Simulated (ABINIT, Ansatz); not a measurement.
# A GW chain in ABINIT: BaZrSe3 (P1), part 2 of 3

Aim: the G0W0 gap of BaZrSe3 (P1) on PBEsol, step by step.

ABINIT 10.8.3; PBEsol and many-body steps on it, plane waves. Known limits of the many-body steps: not at the basis limit; no spin-orbit coupling; coarse k mesh.

So far. Step 2 (Ground state): The gap is indirect, with the least direct gap 0.54 eV higher.

### Step 3. Bands along the symmetry lines

Level of this step: DFT, PBEsol, plane waves, norm-conserving pseudopotentials (ABINIT).

The cheap functional maps the bands first; the places of the edges decide which points the dearer methods must see.

run.abi reads:

```
acell 3*1.0 Angstrom
rprim 
  5.287383000000 -0.000000000000 -0.000000000000
  0.003576000000 5.296392000000 -0.000000000000
  0.007950000000 0.010054000000 5.309462000000
ntypat 3
znucl 56 40 34
natom 5
typat 1 2 3 3 3
xred 
  0.998643000000 0.998478000000 0.998673000000
  0.476578000000 0.490069000000 0.476727000000
  0.488317000000 0.998506000000 0.502693000000
  0.983845000000 0.511636000000 0.518540000000
  0.492614000000 0.501310000000 0.993370000000
pp_dirpath "pseudos"
pseudos "Ba.upf, Zr.upf, Se.upf"
ecut 48
iscf -2
irdden 1
kptopt 0
nkpt 60
kpt 
  0.00000000 0.00000000 0.00000000
  0.00000000 -0.06250000 0.00000000
  0.00000000 -0.12500000 0.00000000
  0.00000000 -0.18750000 0.00000000
  0.00000000 -0.25000000 0.00000000
  0.00000000 -0.31250000 0.00000000
  0.00000000 -0.37500000 0.00000000
  0.00000000 -0.43750000 0.00000000
  0.00000000 -0.50000000 0.00000000
  -0.50000000 0.00000000 0.00000000
  -0.43750000 0.00000000 0.00000000
  -0.37500000 0.00000000 0.00000000
  -0.31250000 0.00000000 0.00000000
  -0.25000000 0.00000000 0.00000000
  -0.18750000 0.00000000 0.00000000
  -0.12500000 0.00000000 0.00000000
  -0.06250000 0.00000000 0.00000000
  0.00000000 0.00000000 0.00000000
  0.00000000 0.00000000 -0.06250000
  0.00000000 0.00000000 -0.12500000
  0.00000000 0.00000000 -0.18750000
  0.00000000 0.00000000 -0.25000000
  0.00000000 0.00000000 -0.31250000
  0.00000000 0.00000000 -0.37500000
  0.00000000 0.00000000 -0.43750000
  0.00000000 0.00000000 -0.50000000
  -0.50000000 -0.50000000 -0.50000000
  -0.43750000 -0.43750000 -0.43750000
  -0.37500000 -0.37500000 -0.37500000
  -0.31250000 -0.31250000 -0.31250000
  -0.25000000 -0.25000000 -0.25000000
  -0.18750000 -0.18750000 -0.18750000
  -0.12500000 -0.12500000 -0.12500000
  -0.06250000 -0.06250000 -0.06250000
  0.00000000 0.00000000 0.00000000
  -0.06250000 0.00000000 -0.06250000
  -0.12500000 0.00000000 -0.12500000
  -0.18750000 0.00000000 -0.18750000
  -0.25000000 0.00000000 -0.25000000
  -0.31250000 0.00000000 -0.31250000
  -0.37500000 0.00000000 -0.37500000
  -0.43750000 0.00000000 -0.43750000
  -0.50000000 -0.00000000 -0.50000000
  0.00000000 -0.50000000 -0.50000000
  0.00000000 -0.43750000 -0.43750000
  0.00000000 -0.37500000 -0.37500000
  0.00000000 -0.31250000 -0.31250000
  0.00000000 -0.25000000 -0.25000000
  0.00000000 -0.18750000 -0.18750000
  0.00000000 -0.12500000 -0.12500000
  0.00000000 -0.06250000 -0.06250000
  0.00000000 0.00000000 0.00000000
  -0.06250000 -0.06250000 0.00000000
  -0.12500000 -0.12500000 0.00000000
  -0.18750000 -0.18750000 0.00000000
  -0.25000000 -0.25000000 0.00000000
  -0.31250000 -0.31250000 0.00000000
  -0.37500000 -0.37500000 0.00000000
  -0.43750000 -0.43750000 0.00000000
  -0.50000000 -0.50000000 -0.00000000
istwfk *1
nband 54
nbdbuf 2
tolwfr 1e-08
nstep 40
prtwf 0
prtvol 0
indata_prefix "in"
outdata_prefix "out"
tmpdata_prefix "tmp"
```

Run with:

```sh
OMP_NUM_THREADS=1 mpirun -n 8 abinit run.abi > log
```

Numbers of over 12 decimals in the logs are rounded to 6 here.

Output:

```text
.Version 10.8.3 of ABINIT. v10.8.2 released Aug 2026.

 Symmetries : space group P1 (#  1); Bravais aP (primitive triclinic)
[... echo of the input left out ...]
== DATASET  1 ==================================================================
-   mpi_nproc: 8, omp_nthreads: 1 (-1 if OMP is not activated)

--- !DatasetInfo
iteration_state: {dtset: 1, }
dimensions: {natom: 5, nkpt: 60, mband: 54, nsppol: 1, nspinor: 1, nspden: 1, mpw: 15990, }
cutoff_energies: {ecut:  48.0, pawecutdg:  -1.0, }
electrons: {nelect:   9.40000000E+01, charge:   0.00000000E+00, occopt:   1.00000000E+00, tsmear:   1.00000000E-02, }

 Real(R)+Recip(G) space primitive vectors, cartesian coordinates (Bohr,Bohr^-1):
 R(1)=  9.9917058  0.0000000  0.0000000  G(1)=  0.1000830 -0.0000676 -0.0001497
 R(2)=  0.0067577 10.0087303  0.0000000  G(2)=  0.0000000  0.0999128 -0.0001892
 R(3)=  0.0150233  0.0189993 10.0334291  G(3)=  0.0000000  0.0000000  0.0996668
 Unit cell volume ucvol=  1.0033859E+03 bohr^3
 Angles (23,13,12)=  8.98914470E+01  8.99142097E+01  8.99613152E+01 degrees

 getcut: wavevector=  0.0000  0.0000  0.0000  ngfft=  64  64  64
         ecut(hartree)=     48.000   => boxcut(ratio)=   2.04524

--- Pseudopotential description ------------------------------------------------
- Ba Generated using ONCVPSP code by D. R. Hamann
- 56.00000  10.00000  180301                  znucl, zion, pspdat
12 -116133 2 -1 1936                          pspcod,pspxc,lmax,lloc,mmax
     nproj     2     2     2
  pspatm : epsatm=   22.57506632
         --- l  ekb(1:nproj) -->
             0    6.556682    0.638229
             1    5.348860    0.533728
             2    4.518908    0.934050
 pspatm: atomic psp has been read  and splines computed

- Zr Generated using ONCVPSP code by D. R. Hamann
- 40.00000  12.00000  180301                  znucl, zion, pspdat
12 -116133 2 -1 1604                          pspcod,pspxc,lmax,lloc,mmax
     nproj     2     2     2
  pspatm : epsatm=   18.88750569
         --- l  ekb(1:nproj) -->
[...]
pspatm: atomic psp has been read  and splines computed

- Se Generated using ONCVPSP code by D. R. Hamann
- 34.00000  24.00000  180301                  znucl, zion, pspdat
12 -116133 2 -1 1198                          pspcod,pspxc,lmax,lloc,mmax
     nproj     2     2     2
  pspatm : epsatm=   25.27915816
         --- l  ekb(1:nproj) -->
[...]
pspatm: atomic psp has been read  and splines computed

--------------------------------------------------------------------------------

================================================================================
 prteigrs : about to open file out_EIG
 Non-SCF case, kpt    1 (  0.00000  0.00000  0.00000), residuals and eigenvalues=
  2.90E-09  2.93E-09  3.00E-09  2.70E-09  1.73E-09  1.98E-09  1.52E-09  2.22E-09
  2.02E-09  1.24E-09  3.29E-09  8.56E-09  2.51E-09  2.57E-09  5.63E-09  8.05E-09
[...]
Non-SCF case, kpt   59 ( -0.43750 -0.43750  0.00000), residuals and eigenvalues=
[...]
Non-SCF case, kpt   60 ( -0.50000 -0.50000 -0.00000), residuals and eigenvalues=
[...]
--- !ResultsGS
iteration_state: {dtset: 1, }
comment   : Summary of ground state results
lattice_vectors:
- [  9.9917058,  -0.0000000,  -0.0000000, ]
- [  0.0067577,  10.0087303,  -0.0000000, ]
- [  0.0150233,   0.0189993,  10.0334291, ]
lattice_lengths: [   9.99171,   10.00873,   10.03346, ]
lattice_angles: [ 89.891,  89.914,  89.961, ] # degrees, (23, 13, 12)
lattice_volume:   1.0033859E+03
convergence: {deltae:  0.000E+00, res2:  0.000E+00, residm:  9.991E-09, diffor:  0.000E+00, }
etotal    :  -1.09325098E+03
entropy   :   0.00000000E+00
fermie    :   2.12745016E-01
cartesian_stress_tensor: null
pressure_GPa: null
xred      :
- [  9.9864E-01,   9.9848E-01,   9.9867E-01, Ba]
- [  4.7658E-01,   4.9007E-01,   4.7673E-01, Zr]
- [  4.8832E-01,   9.9851E-01,   5.0269E-01, Se]
- [  9.8385E-01,   5.1164E-01,   5.1854E-01, Se]
- [  4.9261E-01,   5.0131E-01,   9.9337E-01, Se]
cartesian_forces: null
force_length_stats: {min: null, max: null, mean: null, }

 Integrated electronic density in atomic spheres:
 ------------------------------------------------
 Atom  Sphere_radius  Integrated_density
[...]
================================================================================

 ----iterations are completed or convergence reached----

 Mean square residual over all n,k,spin=   51.223E-10; max=  99.914E-10
 reduced coordinates (array xred) for    5 atoms
[...]
0.983845000000      0.511636000000      0.518540000000
       0.492614000000      0.501310000000      0.993370000000

 cartesian coordinates (angstrom) at end:
    1      5.291718     5.298372     5.302416
    2      2.525393     2.600391     2.531164
    3      2.589486     5.293533     2.669029
    4      5.207917     2.715038     2.753168
    5      2.614329     2.665122     5.274260
 length scales=  1.889726125908  1.889726125908  1.889726125908 bohr
              =  1.000000000000  1.000000000000  1.000000000000 angstroms
 prteigrs : about to open file out_EIG
 Eigenvalues (hartree) for nkpt=  60  k points:
 kpt#   1, nband= 54, wtk=  1.00000, kpt=  0.0000  0.0000  0.0000 (reduced coord)
[...]
kpt#   2, nband= 54, wtk=  1.00000, kpt=  0.0000 -0.0625  0.0000 (reduced coord)
[...]
kpt#   3, nband= 54, wtk=  1.00000, kpt=  0.0000 -0.1250  0.0000 (reduced coord)
[...]
kpt#  59, nband= 54, wtk=  1.00000, kpt= -0.4375 -0.4375  0.0000 (reduced coord)
[...]
0.29071    0.29202    0.30438    0.35031    0.36064    0.38860
 kpt#  60, nband= 54, wtk=  1.00000, kpt= -0.5000 -0.5000  0.0000 (reduced coord)
[...]
-0.27735   -0.27733   -0.27130   -0.24179   -0.22234   -0.22216    0.04314    0.06248
   0.07974    0.11226    0.11369    0.13273    0.14307    0.14374    0.20846    0.29090
   0.29285    0.29469    0.30356    0.35012    0.35777    0.39337

== END DATASET(S) ==============================================================
================================================================================

 -outvars: echo values of variables after computation  --------
            nband          54
             nkpt          60
          spgroup           1
 [... the other variables as echoed above ...]

 Calculation completed.
```

The job ended after 3.9 min (8 MPI ranks of AMD EPYC 7R43, shared host; peak memory 1.6 GiB; 31 min of CPU time).

Numbers from this step:

| Quantity | Value |
| --- | --- |
| gap | 0.1584 eV |
| k of the valence top | -0.5, -0.5, -0.5 |
| k of the conduction bottom | 0, 0, 0 |
| least direct gap | 0.6966 eV |

The gap is 0.158 eV, as in the run before at this level.

The electronic bands at the labelled points (eV, zero at the top of the highest filled band):

```csv
point,band 44,band 45,band 46,band 47,band 48,band 49,band 50,band 51
Γ,-1.26,-0.79,-0.61,-0.54,0.16,0.29,0.54,1.85
halfway,-1.77,-1.65,-1.01,-0.80,0.50,1.29,1.37,2.16
X,-2.45,-1.96,-1.12,-0.91,0.58,2.19,2.25,2.29
jump to Y,-2.41,-1.99,-1.04,-0.90,0.43,2.09,2.13,2.30
halfway,-1.72,-1.65,-0.91,-0.79,0.35,1.20,1.35,2.09
Γ,-1.26,-0.79,-0.61,-0.54,0.16,0.29,0.54,1.85
halfway,-1.79,-1.68,-0.84,-0.76,0.29,1.35,1.43,2.13
Z,-2.40,-1.99,-0.93,-0.85,0.37,2.17,2.27,2.32
jump to R,-3.58,-0.04,-0.03,0.00,2.34,2.53,2.61,3.01
halfway,-2.82,-1.06,-1.04,-0.71,1.39,1.51,1.55,3.20
Γ,-1.26,-0.79,-0.61,-0.54,0.16,0.29,0.54,1.85
halfway,-1.83,-1.51,-1.39,-0.89,1.21,1.34,1.43,2.47
T,-2.16,-1.87,-1.85,-0.14,2.13,2.20,2.20,2.56
jump to U,-2.03,-1.89,-1.83,-0.16,2.18,2.21,2.24,2.66
halfway,-1.87,-1.50,-1.40,-0.89,1.31,1.36,1.45,2.54
Γ,-1.26,-0.79,-0.61,-0.54,0.16,0.29,0.54,1.85
halfway,-1.90,-1.53,-1.33,-0.86,1.15,1.38,1.39,2.47
V,-2.18,-1.90,-1.88,-0.12,2.13,2.18,2.23,2.47
```

### Step 4. Empty states on the mesh, 2×2×2 mesh, 162 bands

The sums over transitions need many empty states on a uniform mesh; this step solves for them.

run.abi reads:

```
acell 3*1.0 Angstrom
rprim 
  5.287383000000 -0.000000000000 -0.000000000000
  0.003576000000 5.296392000000 -0.000000000000
  0.007950000000 0.010054000000 5.309462000000
ntypat 3
znucl 56 40 34
natom 5
typat 1 2 3 3 3
xred 
  0.998643000000 0.998478000000 0.998673000000
  0.476578000000 0.490069000000 0.476727000000
  0.488317000000 0.998506000000 0.502693000000
  0.983845000000 0.511636000000 0.518540000000
  0.492614000000 0.501310000000 0.993370000000
pp_dirpath "pseudos"
pseudos "Ba.upf, Zr.upf, Se.upf"
ecut 48
ngkpt 2 2 2
nshiftk 1
shiftk 0 0 0
kptopt 1
chksymbreak 0
iscf -2
irdden 1
istwfk *1
nband 162
nbdbuf 14
tolwfr 1e-09
nstep 60
prtvol 0
indata_prefix "in"
outdata_prefix "out"
tmpdata_prefix "tmp"
```

Output:

```text
.Version 10.8.3 of ABINIT. v10.8.2 released Aug 2026.

 Symmetries : space group P1 (#  1); Bravais aP (primitive triclinic)
[... echo of the input left out ...]
== DATASET  1 ==================================================================
-   mpi_nproc: 8, omp_nthreads: 1 (-1 if OMP is not activated)

--- !DatasetInfo
iteration_state: {dtset: 1, }
dimensions: {natom: 5, nkpt: 8, mband: 162, nsppol: 1, nspinor: 1, nspden: 1, mpw: 15990, }
cutoff_energies: {ecut:  48.0, pawecutdg:  -1.0, }
electrons: {nelect:   9.40000000E+01, charge:   0.00000000E+00, occopt:   1.00000000E+00, tsmear:   1.00000000E-02, }

 Real(R)+Recip(G) space primitive vectors, cartesian coordinates (Bohr,Bohr^-1):
 R(1)=  9.9917058  0.0000000  0.0000000  G(1)=  0.1000830 -0.0000676 -0.0001497
 R(2)=  0.0067577 10.0087303  0.0000000  G(2)=  0.0000000  0.0999128 -0.0001892
 R(3)=  0.0150233  0.0189993 10.0334291  G(3)=  0.0000000  0.0000000  0.0996668
 Unit cell volume ucvol=  1.0033859E+03 bohr^3
 Angles (23,13,12)=  8.98914470E+01  8.99142097E+01  8.99613152E+01 degrees

 getcut: wavevector=  0.0000  0.0000  0.0000  ngfft=  64  64  64
         ecut(hartree)=     48.000   => boxcut(ratio)=   2.04524

--- Pseudopotential description ------------------------------------------------
- Ba Generated using ONCVPSP code by D. R. Hamann
- 56.00000  10.00000  180301                  znucl, zion, pspdat
12 -116133 2 -1 1936                          pspcod,pspxc,lmax,lloc,mmax
     nproj     2     2     2
  pspatm : epsatm=   22.57506632
         --- l  ekb(1:nproj) -->
             0    6.556682    0.638229
             1    5.348860    0.533728
             2    4.518908    0.934050
 pspatm: atomic psp has been read  and splines computed

- Zr Generated using ONCVPSP code by D. R. Hamann
- 40.00000  12.00000  180301                  znucl, zion, pspdat
12 -116133 2 -1 1604                          pspcod,pspxc,lmax,lloc,mmax
     nproj     2     2     2
  pspatm : epsatm=   18.88750569
         --- l  ekb(1:nproj) -->
[...]
pspatm: atomic psp has been read  and splines computed

- Se Generated using ONCVPSP code by D. R. Hamann
- 34.00000  24.00000  180301                  znucl, zion, pspdat
12 -116133 2 -1 1198                          pspcod,pspxc,lmax,lloc,mmax
     nproj     2     2     2
  pspatm : epsatm=   25.27915816
         --- l  ekb(1:nproj) -->
[...]
pspatm: atomic psp has been read  and splines computed

--------------------------------------------------------------------------------

================================================================================
 prteigrs : about to open file out_EIG
 Non-SCF case, kpt    1 (  0.00000  0.00000  0.00000), residuals and eigenvalues=
  4.23E-10  4.73E-10  4.65E-10  1.36E-10  9.83E-10  1.62E-10  1.61E-10  8.15E-10
  2.14E-10  1.43E-10  9.85E-10  1.89E-10  4.83E-10  7.06E-10  5.73E-10  8.31E-10
  7.86E-10  6.30E-10  6.44E-10  8.39E-10  4.79E-10  1.46E-10  1.83E-10  8.31E-10
[...]
1.30E-05  6.18E-05
 -7.3888E+00 -7.3880E+00 -7.3879E+00 -5.1720E+00 -5.1715E+00 -5.1715E+00
 -5.1714E+00 -5.1713E+00 -5.1707E+00 -5.1706E+00 -5.1705E+00 -5.1704E+00
 -1.6108E+00 -1.5119E+00 -1.5113E+00 -1.5112E+00 -1.5112E+00 -1.5111E+00
[...]
1.6794E+00  1.6867E+00  1.6883E+00  1.6908E+00  1.6946E+00  1.7049E+00
  1.7064E+00  1.7079E+00  1.7318E+00  1.7334E+00  1.7410E+00  1.7444E+00
 prteigrs : prtvol=0 or 1, do not print more k-points.

--- !ResultsGS
iteration_state: {dtset: 1, }
comment   : Summary of ground state results
lattice_vectors:
- [  9.9917058,  -0.0000000,  -0.0000000, ]
- [  0.0067577,  10.0087303,  -0.0000000, ]
- [  0.0150233,   0.0189993,  10.0334291, ]
lattice_lengths: [   9.99171,   10.00873,   10.03346, ]
lattice_angles: [ 89.891,  89.914,  89.961, ] # degrees, (23, 13, 12)
lattice_volume:   1.0033859E+03
convergence: {deltae:  0.000E+00, res2:  0.000E+00, residm:  9.980E-10, diffor:  0.000E+00, }
etotal    :  -1.09325098E+03
entropy   :   0.00000000E+00
fermie    :   2.12745016E-01
cartesian_stress_tensor: null
pressure_GPa: null
xred      :
- [  9.9864E-01,   9.9848E-01,   9.9867E-01, Ba]
- [  4.7658E-01,   4.9007E-01,   4.7673E-01, Zr]
- [  4.8832E-01,   9.9851E-01,   5.0269E-01, Se]
- [  9.8385E-01,   5.1164E-01,   5.1854E-01, Se]
- [  4.9261E-01,   5.0131E-01,   9.9337E-01, Se]
cartesian_forces: null
force_length_stats: {min: null, max: null, mean: null, }

 Integrated electronic density in atomic spheres:
 ------------------------------------------------
 Atom  Sphere_radius  Integrated_density
[...]
================================================================================

 ----iterations are completed or convergence reached----

 Mean square residual over all n,k,spin=   46.408E-11; max=  99.797E-11
 reduced coordinates (array xred) for    5 atoms
[...]
0.983845000000      0.511636000000      0.518540000000
       0.492614000000      0.501310000000      0.993370000000

 cartesian coordinates (angstrom) at end:
    1      5.291718     5.298372     5.302416
    2      2.525393     2.600391     2.531164
    3      2.589486     5.293533     2.669029
    4      5.207917     2.715038     2.753168
    5      2.614329     2.665122     5.274260
 length scales=  1.889726125908  1.889726125908  1.889726125908 bohr
              =  1.000000000000  1.000000000000  1.000000000000 angstroms
 prteigrs : about to open file out_EIG
 Eigenvalues (hartree) for nkpt=   8  k points:
 kpt#   1, nband=162, wtk=  0.12500, kpt=  0.0000  0.0000  0.0000 (reduced coord)
[...]
1.61460    1.64163    1.65554    1.65808    1.67060    1.67686    1.67936    1.68665
   1.68832    1.69078    1.69462    1.70494    1.70642    1.70793    1.73181    1.73341
   1.74103    1.74435
 prteigrs : prtvol=0 or 1, do not print more k-points.

== END DATASET(S) ==============================================================
================================================================================

 -outvars: echo values of variables after computation  --------
            nband         162
             nkpt           8
          spgroup           1
 [... the other variables as echoed above ...]

 Calculation completed.
```

It took 2.3 min on 8 MPI ranks; peak memory 1.1 GiB.

This step gave:

- gap: 0.1584 eV
- k of the valence top: 0.5, 0.5, 0.5
- k of the conduction bottom: 0, 0, 0
- least direct gap: 0.6966 eV
- k points computed: 8
- lowest point of the top converged band, above the valence top: 36.61 eV

On this mesh the gap is 0.158 eV.

### Step 5. Screening, 2×2×2 mesh, 148 bands, screening to 98 eV

The RPA dielectric matrix is built and inverted for each q.

This step: RPA screening on PBEsol, plane waves, norm-conserving pseudopotentials.

run.abi: that of step 4 with these lines changed.

```diff
@@ -23,10 +23,11 @@
 chksymbreak 0
-iscf -2
-irdden 1
 istwfk *1
-nband 162
-nbdbuf 14
-tolwfr 1e-09
-nstep 60
-prtvol 0
+occopt 1
+irdwfk 1
+optdriver 3
+nband 148
+ecuteps 3.6
+inclvkb 2
+awtr 1
+symchi 1
 indata_prefix "in"
```

Output:

```text
.Version 10.8.3 of ABINIT. v10.8.2 released Aug 2026.

 Symmetries : space group P1 (#  1); Bravais aP (primitive triclinic)
[... echo of the input left out ...]
== DATASET  1 ==================================================================
-   mpi_nproc: 8, omp_nthreads: 1 (-1 if OMP is not activated)

--- !DatasetInfo
iteration_state: {dtset: 1, }
dimensions: {natom: 5, nkpt: 8, mband: 148, nsppol: 1, nspinor: 1, nspden: 1, mpw: 15990, }
cutoff_energies: {ecut:  48.0, pawecutdg:  -1.0, }
electrons: {nelect:   9.40000000E+01, charge:   0.00000000E+00, occopt:   1.00000000E+00, tsmear:   1.00000000E-02, }

 SCREENING: Calculation of the susceptibility and dielectric matrices

 Based on a program developped by R.W. Godby, V. Olevano, G. Onida, and L. Reining.
 Incorporated in ABINIT by V. Olevano, G.-M. Rignanese, and M. Torrent.
.Using double precision arithmetic ; gwpc =  8

[... cell and pseudopotentials left out ...]
--------------------------------------------------------------------------------

 ==== K-mesh for the wavefunctions ====
 Number of points in the irreducible wedge :     8
[... list of points left out ...]
 Together with  1 symmetry operations and time-reversal symmetry
 yields     8 points in the full Brillouin Zone.

 ==== Q-mesh for the screening function ====
 Number of points in the irreducible wedge :     8
[... list of points left out ...]
 Together with  1 symmetry operations and time-reversal symmetry
 yields     8 points in the full Brillouin Zone.

 setmesh: FFT mesh size selected  =    40x   40x   40
          total number of points  =        64000

 vcoul_init : cutoff-mode = AUXILIARY_FUNCTION
 q-points for optical limit:   1
     1)      0.000010    0.000020    0.000030

- screening: taking advantage of time-reversal symmetry
- Maximum band index for partially occupied states nbvw = 47
- Remaining bands to be divided among processors   nbcw = 101
- Number of bands treated by each node ~12

 Number of electrons calculated from density =   94.0000; Expected =   94.0000
 average of density, n =  0.093683
 r_s =    1.3659
 omega_plasma =   29.5247 [eV]

 calculating chi0 at frequencies [eV] :
  1    0.000000E+00    0.000000E+00
  2    0.000000E+00    2.952470E+01

--------------------------------------------------------------------------------
  q-point number  1        q = ( 0.000000, 0.000000, 0.000000) [r.l.u.]
--------------------------------------------------------------------------------
[... chi0 elements left out ...]
 For q-point:  0.000010 0.000020 0.000030
  dielectric constant =  24.4598
  dielectric constant without local fields =  31.1399

  Average fulfillment of the sum rule on Im[epsilon] for q-point    1 :     34.82  [%]
[... wings left out ...]
  q-point number  2        q = ( 0.500000, 0.000000, 0.000000) [r.l.u.]
--------------------------------------------------------------------------------
[... chi0 elements left out ...]
  Average fulfillment of the sum rule on Im[epsilon] for q-point    2 :     38.32  [%]

 [... 6 further q-points ...]
```

Run time: 1.9 min. Hardware: 8 MPI ranks; peak memory 5.8 GiB; 15 min of CPU time.

Numbers from this step:

```
ε∞ with local fields, on this mesh, along the program's q direction : 24.46
the same without local fields                                       : 31.14
plasma frequency                                                    : 29.52 eV
plane waves in the screening matrix                                 : 341
```

Local fields lower ε∞ by 21 %. On a Γ-centred mesh this coarse the value itself is usually too large, while a short band sum pulls it down.

[end of part 2 of 3]

[Paths, hosts, dates, memory and timing lines, banners, echoed tables and standing remarks are left out of the program output.]

[Logs are printed without paths, hosts, clocks, repeated set-up lines and the standing remarks that a program may print on its own settings, such as how far it seeks lower states.]

[Runs of the session that timed out or met a known fault of the program may be left out.]

[Hosts, paths, dates, database ids (printed as entryN), source tags and the programs' standing remarks are cut or masked in the printed files.]

[G0W0 gaps are taken among the corrected bands and points alone; a level outside them can change the order at an edge.]

[Where Ansatz stands beside ABINIT at settings called matched, ABINIT's density can come from a denser mesh and the files from another edition; pairs whose starting gaps differed by over 0.03 eV were left out, so agreement reads better than it is.]
